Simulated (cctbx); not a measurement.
## Diagnosing a refinement

Cell a = 10.4630 Å, b = 13.4230 Å, c = 6.1930 Å, α = 90.00°, β = 90.00°, γ = 90.00°; space group Ibam (no. 72). The compound is Sm2Sn4GeRu3.

Simulated single-crystal data (cctbx): Cu Kα, λ = 1.54184 Å, to d = 0.83 Å, 70 % of the full sphere, strongest reflection 20000 counts, noise from counting, a 3 % proportional error and a noise floor of 15 counts (s.d.); no absorption.

An anisotropic refinement with weights 1/σ² prints:

```text
Rint 0.038, 437 unique reflections to 0.83 A
cycle     R1     wR2    GooF  max shift (A)
   1  0.0496  0.1096   3.585   0.00160
   2  0.0323  0.0718   2.350   0.00000
final R1 0.0323 wR2 0.0718 GooF 2.350  parameters 29  data/parameter 15.1
atom        x        y        z      Ueq    occ   su(xyz)  su(Uiso or U11)
Sm1    0.26983  0.13473  0.50000   0.0032  1.000  0.00009  0.0005
Sn1    0.82998  0.90896  0.00000   0.0084  1.000  0.00012  0.0007
Er1    0.50000  0.29065  0.25000   0.0128  1.000  0.00009  0.0007
Ru1    0.59213  0.85729  0.00000   0.0107  1.000  0.00015  0.0008
Ru2    0.00000  0.00000  0.75000   0.0134  1.000  0.00000  0.0012
Ge1    0.50000  0.00000  0.75000   0.0102  1.000  0.00000  0.0018
difference map: max 2.50 min -4.11 rms 0.62
Q1    0.2252  0.3771  0.0000    8    2.51  0.17 A from Sm1
Q2    0.1263  0.3634  0.5000    8    2.41  0.37 A from Ru1
Q3    0.1429  0.0673  0.0000    8    2.39  0.43 A from Sn1
Q4    0.0388  0.3797  0.5000    8    2.16  0.63 A from Ru1
Q5    0.0000  0.3082  0.2500    8    1.88  1.33 A from Er1
Q6    0.0449  0.2592  0.3801   16    1.64  1.15 A from Er1
```

Q: Accept it or mend it, and why?

Mend it. The fault: wrong element: Er1 is Sn. Against the right model at the same level, R1 goes from 0.0144 to 0.0323 and GooF from 0.93 to 2.35, U of Sm1 shrinks from 0.0058 to 0.0032 Å², U of Er1 swells from 0.0095 to 0.0128 Å² and a hole of -4.1 e/Å³ opens. Er1 has 18 electrons too many and its U swells to shed them, as expected.

The compound is Sm2Sn4GeRu3. The right model at the same level gives:

```text
Rint 0.038, 437 unique reflections to 0.83 A
cycle     R1     wR2    GooF  max shift (A)
   1  0.0190  0.0389   1.272   0.00049
   2  0.0144  0.0285   0.931   0.00000
final R1 0.0144 wR2 0.0285 GooF 0.931  parameters 29  data/parameter 15.1
atom        x        y        z      Ueq    occ   su(xyz)  su(Uiso or U11)
Sm1    0.26986  0.13472  0.50000   0.0058  1.000  0.00004  0.0002
Sn1    0.83007  0.90902  0.00000   0.0111  1.000  0.00005  0.0003
Sn2    0.50000  0.29059  0.25000   0.0095  1.000  0.00004  0.0003
Ru1    0.59207  0.85732  0.00000   0.0130  1.000  0.00006  0.0003
Ru2    0.00000  0.00000  0.75000   0.0156  1.000  0.00000  0.0005
Ge1    0.50000  0.00000  0.75000   0.0129  1.000  0.00000  0.0007
difference map: max 1.46 min -1.20 rms 0.31
Q1    0.0203  0.3881  0.5000    8    1.46  0.86 A from Ru1
Q2    0.1802  0.3669  0.5000    8    1.32  0.93 A from Ru1
Q3    0.0593  0.0769  0.0000    8    1.07  1.17 A from Sn1
Q4    0.1492  0.2396  0.5000    8    1.05  1.69 A from Ru1
Q5    0.2072  0.4245  0.0000    8    1.03  0.83 A from Sm1
Q6    0.1105  0.0177  0.5000    8    0.99  1.59 A from Sn1
```

The model was made for the exercise: a known structure type with other elements put in, its volume estimated, not relaxed; displacement parameters are assumed.

[Middle refinement cycles are left out of these outputs.]

[Logs are printed without paths, hosts, clocks, repeated set-up lines and the standing remarks that a program may print on its own settings, such as how far it seeks lower states.]
